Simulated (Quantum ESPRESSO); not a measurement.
## MnPt: energy against a fixed spin moment

Aim: the energy of MnPt as a function of the total spin moment of its primitive cell.

Method: LDA; plane waves with GBRV 1.5 LDA potentials, no spin-orbit coupling, in Quantum ESPRESSO 7.5.

### Step 1. The starting structure

It takes space group P4/mmm (No. 123, tetragonal). Conventional cell: a = 2.830 Å, b = 2.830 Å, c = 3.660 Å, α = 90.00°, β = 90.00°, γ = 90.00°. Mn has 8 Pt at 2.71 Å and 4 Mn at 2.83 Å nearest. Pt has 8 Mn at 2.71 Å and 4 Pt at 2.83 Å nearest. Farther neighbours are not listed.

The cell comes from the Crystallography Open Database.

### Step 2. The free run

File pw.in:

```
&CONTROL
  calculation = 'scf'
  prefix = 'pwscf'
  outdir = './tmp'
  pseudo_dir = './pseudo'
  disk_io = 'nowf'
/
&SYSTEM
  ibrav = 0
  celldm(1) = 8
  nat = 2
  ntyp = 2
  ecutwfc = 40
  ecutrho = 280
  nbnd = 24
  occupations = 'smearing'
  smearing = 'fd'
  degauss = 0.01469973
  nspin = 2
  starting_magnetization(1) = 0.2333
  starting_magnetization(2) = 0
/
&ELECTRONS
  conv_thr = 4d-09
  electron_maxstep = 150
  mixing_beta = 0.3
/
ATOMIC_SPECIES
Mn     54.9380 mn_lda_v1.5.uspp.F.UPF
Pt    195.0840 pt_lda_v1.4.uspp.F.UPF
CELL_PARAMETERS alat
   0.6684906165864    0.0000000000000    0.0000000000000
   0.0000000000000    0.6684906165864    0.0000000000000
   0.0000000000000    0.0000000000000    0.8645497020163
ATOMIC_POSITIONS crystal
Mn      0.0000000000    0.0000000000    0.0000000000
Pt      0.5000000000    0.5000000000    0.5000000000
K_POINTS automatic
10 10 10 0 0 0
```

Started as:

```
$ OMP_NUM_THREADS=1 mpirun -n 2 pw.x -nk 2 -in pw.in > pw.out
```

The program printed:

```text
Program PWSCF v.7.5 starts

     Message from routine setup:
     using ibrav=0 with symmetry is DISCOURAGED, use correct ibrav instead

     K-points division:     npool     =       2
     Subspace diagonalization in iterative solution of the eigenvalue problem:

     G-vector sticks info
     --------------------
     sticks:   dense  smooth     PW     G-vecs:    dense   smooth      PW
     Sum         641     357    121                15733     6759    1257

     Using Slab Decomposition

     bravais-lattice index     =            0
     lattice parameter (alat)  =       8.0000  a.u.
     unit-cell volume          =     197.8111 (a.u.)^3
     number of atoms/cell      =            2
     number of atomic types    =            2
     number of electrons       =        31.00
     number of Kohn-Sham states=           24
     kinetic-energy cutoff     =      40.0000  Ry
     charge density cutoff     =     280.0000  Ry
     scf convergence threshold =      4.0E-09
     mixing beta               =       0.3000
     number of iterations used =            8  plain     mixing
     Exchange-correlation=  SLA  PZ   NOGX NOGC
                           (   1   1   0   0   0   0   0)

     celldm(1)=   8.000000  celldm(2)=   0.000000  celldm(3)=   0.000000
     celldm(4)=   0.000000  celldm(5)=   0.000000  celldm(6)=   0.000000

     crystal axes: (cart. coord. in units of alat)
               a(1) = (   0.668491   0.000000   0.000000 )
               a(2) = (   0.000000   0.668491   0.000000 )
               a(3) = (   0.000000   0.000000   0.864550 )

     reciprocal axes: (cart. coord. in units 2 pi/alat)
               b(1) = (  1.495907  0.000000  0.000000 )
               b(2) = (  0.000000  1.495907  0.000000 )
               b(3) = (  0.000000  0.000000  1.156671 )

     PseudoPot. # 1 for Mn read from file:
     mn_lda_v1.5.uspp.F.UPF
     Pseudo is Ultrasoft + core correction, Zval = 15.0
     Generated by new atomic code, or converted to UPF format
     Using radial grid of  859 points,  6 beta functions with:
                l(1) =   0
                l(2) =   0
                l(3) =   1
                l(4) =   1
                l(5) =   2
                l(6) =   2
     Q(r) pseudized with  8 coefficients,  rinner =    0.950   0.950   0.950
                                                       0.950   0.950

     PseudoPot. # 2 for Pt read from file:
     pt_lda_v1.4.uspp.F.UPF
     Pseudo is Ultrasoft + core correction, Zval = 16.0
     Generated by new atomic code, or converted to UPF format
     Using radial grid of  985 points,  6 beta functions with:
                l(1) =   0
                l(2) =   0
                l(3) =   1
                l(4) =   1
                l(5) =   2
                l(6) =   2
     Q(r) pseudized with  8 coefficients,  rinner =    1.300   1.300   1.300
                                                       1.300   1.300

     atomic species   valence    mass     pseudopotential
     Mn               15.00    54.93800     Mn( 1.00)
     Pt               16.00   195.08400     Pt( 1.00)

     Starting magnetic structure
     atomic species   magnetization
     Mn              0.233
     Pt              0.000

     16 Sym. Ops., with inversion, found

   Cartesian axes

     site n.     atom                  positions (alat units)
         1        Mn     tau(   1) = (   0.0000000   0.0000000   0.0000000  )
         2        Pt     tau(   2) = (   0.3342453   0.3342453   0.4322749  )

     number of k points=   126  Fermi-Dirac smearing, width (Ry)=  0.0147

     Number of k-points >= 100: set verbosity='high' to print them.

     Dense  grid:    15733 G-vectors     FFT dimensions: (  30,  30,  40)

     Smooth grid:     6759 G-vectors     FFT dimensions: (  24,  24,  27)

     Check: negative core charge=   -0.000035
     Generating pointlists ...
     new r_m :   0.2642 (alat units)  2.1138 (a.u.) for type    1
     new r_m :   0.2642 (alat units)  2.1138 (a.u.) for type    2

     Initial potential from superposition of free atoms

     starting charge      29.9999, renormalised to      31.0000

     negative rho (up, down):  9.045E-02 9.061E-02
     Starting wfcs are   25 randomized atomic wfcs

     Self-consistent Calculation

     iteration #  1     ecut=    40.00 Ry     beta= 0.30
     Davidson diagonalization with overlap
     ethr =  1.00E-02,  avg # of iterations =  4.3

     negative rho (up, down):  8.559E-02 8.556E-02

     total energy              =    -421.64657069 Ry
     estimated scf accuracy    <       2.45482875 Ry

     total magnetization       =     2.31 Bohr mag/cell
     absolute magnetization    =     2.46 Bohr mag/cell

     iteration #  2     ecut=    40.00 Ry     beta= 0.30
     Davidson diagonalization with overlap
     ethr =  7.92E-03,  avg # of iterations =  2.0

     negative rho (up, down):  8.553E-02 8.515E-02

     total energy              =    -421.77046668 Ry
     estimated scf accuracy    <       0.99368738 Ry

     total magnetization       =     3.01 Bohr mag/cell
     absolute magnetization    =     3.03 Bohr mag/cell

     iteration #  3     ecut=    40.00 Ry     beta= 0.30
     Davidson diagonalization with overlap
     ethr =  3.21E-03,  avg # of iterations =  2.1

     negative rho (up, down):  8.451E-02 8.381E-02

     total energy              =    -421.86546062 Ry
     estimated scf accuracy    <       1.46460338 Ry

     total magnetization       =     2.63 Bohr mag/cell
     absolute magnetization    =     2.71 Bohr mag/cell

     [... further iterations left out ...]

     iteration # 11     ecut=    40.00 Ry     beta= 0.30
     Davidson diagonalization with overlap
     ethr =  1.82E-08,  avg # of iterations =  1.3

     negative rho (up, down):  8.436E-02 8.124E-02

     total energy              =    -422.01561699 Ry
     estimated scf accuracy    <       0.00000192 Ry

     total magnetization       =     3.80 Bohr mag/cell
     absolute magnetization    =     3.85 Bohr mag/cell

     iteration # 12     ecut=    40.00 Ry     beta= 0.30
     Davidson diagonalization with overlap
     ethr =  6.21E-09,  avg # of iterations =  1.8

     negative rho (up, down):  8.435E-02 8.124E-02

     total energy              =    -422.01561762 Ry
     estimated scf accuracy    <       0.00000009 Ry

     total magnetization       =     3.80 Bohr mag/cell
     absolute magnetization    =     3.85 Bohr mag/cell

     iteration # 13     ecut=    40.00 Ry     beta= 0.30
     Davidson diagonalization with overlap
     ethr =  2.92E-10,  avg # of iterations =  2.2

     negative rho (up, down):  8.435E-02 8.124E-02

     total energy              =    -422.01561765 Ry
     estimated scf accuracy    <          6.1E-09 Ry

     total magnetization       =     3.80 Bohr mag/cell
     absolute magnetization    =     3.85 Bohr mag/cell

     iteration # 14     ecut=    40.00 Ry     beta= 0.30
     Davidson diagonalization with overlap
     ethr =  1.98E-11,  avg # of iterations =  2.8

     negative rho (up, down):  8.435E-02 8.124E-02

     Magnetic moment per site  (integrated on atomic sphere of radius R)
     atom   1 (R=0.264)  charge= 13.6349  magn=  3.4056
     atom   2 (R=0.264)  charge= 13.8702  magn=  0.2980

     End of self-consistent calculation

     Number of k-points >= 100: set verbosity='high' to print the bands.

     the Fermi energy is    18.5637 ev

!    total energy              =    -422.01561765 Ry
     estimated scf accuracy    <          3.8E-10 Ry
     smearing contrib. (-TS)   =      -0.01964036 Ry
     internal energy E=F+TS    =    -421.99597729 Ry

     The total energy is F=E-TS. E is the sum of the following terms:
     one-electron contribution =    -119.44258542 Ry
     hartree contribution      =      80.74101815 Ry
     xc contribution           =     -83.05494069 Ry
     ewald contribution        =    -300.23946933 Ry

     total magnetization       =     3.80 Bohr mag/cell
     absolute magnetization    =     3.85 Bohr mag/cell

     convergence has been achieved in  14 iterations

=------------------------------------------------------------------------------=
   JOB DONE.
=------------------------------------------------------------------------------=
```

Elapsed: 47 s, on 2 MPI ranks of Arm Neoverse V1, shared host; peak memory 0.24 GiB.

Spin moment in the atom's sphere by atom:

| atom | spin moment in the atom's sphere (μB) |
| --- | --- |
| Mn1 | 3.41 |
| Pt2 | 0.30 |

This step gave:

```yaml
smearing_term_ts: 0.2672 eV
magnetization: 3.803 μB
absolute_magnetization: 3.854 μB
final_state: ferromagnetic
```

### Step 3. Moment fixed at 0 μB

The two spin channels are filled to separate Fermi energies, so that the total moment meets the target. Half of the up one less the down one is the slope dE/dM.

pw.in, as its differences from that of step 2:

```diff
@@ -14,3 +14,3 @@
   ecutrho = 280
-  nbnd = 24
+  nbnd = 25
   occupations = 'smearing'
@@ -19,4 +19,5 @@
   nspin = 2
-  starting_magnetization(1) = 0.2333
+  starting_magnetization(1) = 0.0117
   starting_magnetization(2) = 0
+  tot_magnetization = 0
 /
```

The program printed:

```text
     [... lines left out ...]
Program PWSCF v.7.5 starts
     [... lines left out ...]
     number of atoms/cell      =            2
     [... lines left out ...]
     number of electrons       =        31.00 (up:  15.50, down:  15.50)
     number of Kohn-Sham states=           25
     kinetic-energy cutoff     =      40.0000  Ry
     charge density cutoff     =     280.0000  Ry
     scf convergence threshold =      4.0E-09
     [... lines left out ...]
     16 Sym. Ops., with inversion, found
     [... lines left out ...]
     number of k points=   126  Fermi-Dirac smearing, width (Ry)=  0.0147
     [... lines left out ...]
     iteration # 13     ecut=    40.00 Ry     beta= 0.30
     [... lines left out ...]
     Magnetic moment per site  (integrated on atomic sphere of radius R)
     atom   1 (R=0.264)  charge= 13.6646  magn=  0.0001
     atom   2 (R=0.264)  charge= 13.8092  magn= -0.0001
     [... lines left out ...]
     the spin up/dw Fermi energies are    18.3959   18.3960 ev
!    total energy              =    -421.97967402 Ry
     estimated scf accuracy    <          2.1E-09 Ry
     smearing contrib. (-TS)   =      -0.04152385 Ry
     [... lines left out ...]
     total magnetization       =    -0.00 Bohr mag/cell
     absolute magnetization    =     0.00 Bohr mag/cell
     convergence has been achieved in  13 iterations
```

Run time: 45 s. Hardware: 2 MPI ranks; peak memory 0.24 GiB.

This step gave:

```
magnetization                                 : 0 μB
absolute magnetization                        : 0 μB
half the difference of the two Fermi energies : 0 meV
largest moment                                : 0 μB
```

### Step 4. Moment fixed at 0.513 μB

pw.in, as its differences from that of step 3:

```diff
@@ -19,5 +19,5 @@
   nspin = 2
-  starting_magnetization(1) = 0.0117
+  starting_magnetization(1) = 0.0342
   starting_magnetization(2) = 0
-  tot_magnetization = 0
+  tot_magnetization = 0.513
 /
```

The program printed:

```text
     [... lines left out ...]
Program PWSCF v.7.5 starts
     [... lines left out ...]
     number of atoms/cell      =            2
     [... lines left out ...]
     number of electrons       =        31.00 (up:  15.76, down:  15.24)
     number of Kohn-Sham states=           25
     kinetic-energy cutoff     =      40.0000  Ry
     charge density cutoff     =     280.0000  Ry
     scf convergence threshold =      4.0E-09
     [... lines left out ...]
     16 Sym. Ops., with inversion, found
     [... lines left out ...]
     number of k points=   126  Fermi-Dirac smearing, width (Ry)=  0.0147
     [... lines left out ...]
     iteration # 14     ecut=    40.00 Ry     beta= 0.30
     [... lines left out ...]
     Magnetic moment per site  (integrated on atomic sphere of radius R)
     atom   1 (R=0.264)  charge= 13.6638  magn=  0.5346
     atom   2 (R=0.264)  charge= 13.8103  magn= -0.0207
     [... lines left out ...]
     the spin up/dw Fermi energies are    18.3245   18.4797 ev
!    total energy              =    -421.98116564 Ry
     estimated scf accuracy    <          1.2E-09 Ry
     smearing contrib. (-TS)   =      -0.04067205 Ry
     [... lines left out ...]
     total magnetization       =     0.51 Bohr mag/cell
     absolute magnetization    =     0.58 Bohr mag/cell
     convergence has been achieved in  14 iterations
```

The job ended after 48 s (2 MPI ranks; peak memory 0.24 GiB).

Spin moment in the atom's sphere by atom:

| atom | spin moment in the atom's sphere (μB) |
| --- | --- |
| Mn1 | 0.535 |
| Pt2 | -0.021 |

Read from the output:

| Item | Value |
| --- | --- |
| magnetization | 0.513 μB |
| absolute magnetization | 0.583 μB |
| half the difference of the two Fermi energies | -77.6 meV |

### Step 5. Moment fixed at 1.027 μB

pw.in, as its differences from that of step 4:

```diff
@@ -14,3 +14,3 @@
   ecutrho = 280
-  nbnd = 25
+  nbnd = 26
   occupations = 'smearing'
@@ -19,5 +19,5 @@
   nspin = 2
-  starting_magnetization(1) = 0.0342
+  starting_magnetization(1) = 0.0685
   starting_magnetization(2) = 0
-  tot_magnetization = 0.513
+  tot_magnetization = 1.027
 /
```

The program printed:

```text
     [... lines left out ...]
Program PWSCF v.7.5 starts
     [... lines left out ...]
     number of atoms/cell      =            2
     [... lines left out ...]
     number of electrons       =        31.00 (up:  16.01, down:  14.99)
     number of Kohn-Sham states=           26
     kinetic-energy cutoff     =      40.0000  Ry
     charge density cutoff     =     280.0000  Ry
     scf convergence threshold =      4.0E-09
     [... lines left out ...]
     16 Sym. Ops., with inversion, found
     [... lines left out ...]
     number of k points=   126  Fermi-Dirac smearing, width (Ry)=  0.0147
     [... lines left out ...]
     iteration # 14     ecut=    40.00 Ry     beta= 0.30
     [... lines left out ...]
     Magnetic moment per site  (integrated on atomic sphere of radius R)
     atom   1 (R=0.264)  charge= 13.6617  magn=  1.0530
     atom   2 (R=0.264)  charge= 13.8136  magn= -0.0255
     [... lines left out ...]
     the spin up/dw Fermi energies are    18.2787   18.5564 ev
!    total energy              =    -421.98532587 Ry
     estimated scf accuracy    <          5.5E-10 Ry
     smearing contrib. (-TS)   =      -0.03853443 Ry
     [... lines left out ...]
     total magnetization       =     1.03 Bohr mag/cell
     absolute magnetization    =     1.14 Bohr mag/cell
     convergence has been achieved in  14 iterations
```

The job ended after 50 s (2 MPI ranks; peak memory 0.24 GiB; 99 s of CPU time).

Numbers from this step:

| Item | Value |
| --- | --- |
| magnetization | 1.027 μB |
| absolute magnetization | 1.139 μB |
| half the difference of the two Fermi energies | -138.9 meV |
| largest moment | 1.053 μB |

### Step 6. E(M)

The runs not shown differ in the target, the start and the number of states alone. The point at 3.80 μB is the free run, entered with slope zero.

The energy over the lowest by total spin moment:

| total spin moment (μB a cell) | energy over the lowest (meV a cell) |
| --- | --- |
| 0.00 | 489 |
| 0.51 | 469 |
| 1.03 | 412 |
| 1.54 | 331 |
| 2.05 | 237 |
| 2.57 | 143 |
| 3.08 | 60.4 |
| 3.59 | 6.38 |
| 3.80 | 0 |
| 4.11 | 17.5 |
| 4.62 | 171 |
| 5.13 | 582 |

The dE/dM by total spin moment:

| total spin moment (μB a cell) | dE/dM (meV/μB) |
| --- | --- |
| 0.00 | -0.0367 |
| 0.51 | -77.6 |
| 1.03 | -139 |
| 1.54 | -175 |
| 2.05 | -186 |
| 2.57 | -176 |
| 3.08 | -141 |
| 3.59 | -57.9 |
| 3.80 | 0 |
| 4.11 | 125 |
| 4.62 | 518 |
| 5.13 | 1086 |

Table of largest site moment by total spin moment:

| total spin moment (μB a cell) | largest site moment (μB) |
| --- | --- |
| 0.00 | 7.8e-5 |
| 0.51 | 0.535 |
| 1.03 | 1.05 |
| 1.54 | 1.54 |
| 2.05 | 2.01 |
| 2.57 | 2.45 |
| 3.08 | 2.87 |
| 3.59 | 3.26 |
| 3.80 | 3.41 |
| 4.11 | 3.60 |
| 4.62 | 3.89 |
| 5.13 | 4.10 |

### Step 7. Summary of results

| Item | Value |
| --- | --- |
| moment of the free run | 3.80 μB a cell |
| energy at zero total moment | 489 meV a cell over the lowest |
| ΔE/ΔM² from the lowest point to 4.11 and to 3.59 μB | 189 and 145 meV/μB² |

At zero total moment the site moments vanish, so the 489 meV a cell is the energy of forming them. The points show one minimum alone. The cell holds one seeded atom, so opposed orders, which may lie lower, cannot form in it. Energies are free energies at an electronic temperature of 2320 K, which lowers moments and differences where the moments are itinerant.

[Logs and program files are shortened in this print: banners, set-up blocks, solver, clock and traceback lines can be left out without a mark of their own.]

[Logs are printed without paths, hosts, clocks, repeated set-up lines and the standing remarks that a program may print on its own settings, such as how far it seeks lower states.]

[Hosts, paths, dates, database ids (printed as entryN), source tags and the programs' standing remarks are cut or masked in the printed files.]

[Where a cell is said to come from a database of computed structures, the database is the Materials Project.]
